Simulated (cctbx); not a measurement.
# Accept or mend?

Cell a = 5.7850 Å, b = 5.7850 Å, c = 11.4430 Å, α = 90.00°, β = 90.00°, γ = 90.00°; space group P4_2/mnm (no. 136).

Simulated single-crystal data (cctbx): Cu Kα, λ = 1.54184 Å, to d = 0.8 Å, 50 % of the full sphere, strongest reflection 5000 counts, noise from counting, a 1.5 % proportional error and a noise floor of 15 counts (s.d.); no absorption.

An anisotropic refinement with weights 1/σ² prints:

```text
Rint 0.070, 234 unique reflections to 0.80 A
cycle     R1     wR2    GooF  max shift (A)
   1  0.2067  0.3701   9.365   0.01724
   3  0.1023  0.1965   4.973   0.00000
final R1 0.1023 wR2 0.1965 GooF 4.973  parameters 17  data/parameter 13.8
atom        x        y        z      Ueq    occ   su(xyz)  su(Uiso or U11)
Sb1    0.00000  0.00000  0.66121   0.0182  1.000  0.00073  0.0017
S1     0.19541  0.80459  0.83351  -0.0110  1.000  0.00193  0.0028  NPD
S2     0.69406  0.69406  0.00000  -0.0090  1.000  0.00270  0.0054  NPD
Mg1    0.50000  0.50000  0.50000  -0.0166  1.000  0.00000  0.0061  NPD
difference map: max 6.38 min -5.48 rms 1.13
Q1    0.2304  0.7696  0.5000    4    6.40  0.30 A from S2
Q2    0.0573  0.0573  0.0000    4    5.72  0.47 A from Mg1
Q3    0.1455  0.8545  0.1705    8    4.91  0.41 A from S1
Q4    0.0750  0.0750  0.4303    8    2.21  1.21 A from Sb1
Q5    0.1617  0.1617  0.1958    8    2.10  1.96 A from S1
Q6    0.1499  0.1499  0.3613    8    1.80  1.25 A from Sb1
```

Q: Accept it or mend it, and why?

Mend it. The fault: wrong element: Sb1 is As. Against the right model at the same level, R1 goes from 0.0197 to 0.1023 and GooF from 0.98 to 4.97, U of S2 shrinks from 0.0076 to -0.0090 Å², U of S1 shrinks from 0.0063 to -0.0110 Å², U of Mg1 shrinks from 0.0040 to -0.0166 Å², U of Sb1 swells from 0.0055 to 0.0182 Å², the top difference peak, 6.4 e/Å³, lies on S2, a hole of -5.5 e/Å³ opens and S1, S2 and Mg1 go non-positive-definite. Sb1 has 18 electrons too many and its U swells to shed them, as expected.

The compound is MgAs2S6. The right model at the same level gives:

```text
Rint 0.070, 234 unique reflections to 0.80 A
cycle     R1     wR2    GooF  max shift (A)
   1  0.0208  0.0398   1.008   0.00215
   2  0.0197  0.0386   0.976   0.00000
final R1 0.0197 wR2 0.0386 GooF 0.976  parameters 17  data/parameter 13.8
atom        x        y        z      Ueq    occ   su(xyz)  su(Uiso or U11)
As1    0.00000  0.00000  0.66115   0.0055  1.000  0.00018  0.0003
S1     0.19462  0.80538  0.83312   0.0063  1.000  0.00037  0.0005
S2     0.69644  0.69644  0.00000   0.0076  1.000  0.00044  0.0009
Mg1    0.50000  0.50000  0.50000   0.0040  1.000  0.00000  0.0012
difference map: max 1.95 min -1.57 rms 0.41
Q1    0.1029  0.1029  0.4141    8    1.96  1.20 A from As1
Q2    0.0493  0.0493  0.0000    4    1.91  0.40 A from Mg1
Q3    0.0724  0.9276  0.2254    8    1.49  1.20 A from S1
Q4    0.0701  0.0701  0.1566    8    1.26  1.70 A from S1
Q5    0.2013  0.2013  0.0000    4    1.07  0.84 A from S2
Q6    0.1163  0.8837  0.5000    4    1.05  0.66 A from S2
```

Isotropic U is held between 0.0001 and 1 Å² by the program, and listed peak heights are interpolated, so they can pass the grid's maximum.

This is a model crystal, built by substitution and not relaxed, with assumed displacement parameters.

[Middle refinement cycles are left out of these outputs.]

[Logs are printed without paths, hosts, clocks, repeated set-up lines and the standing remarks that a program may print on its own settings, such as how far it seeks lower states.]
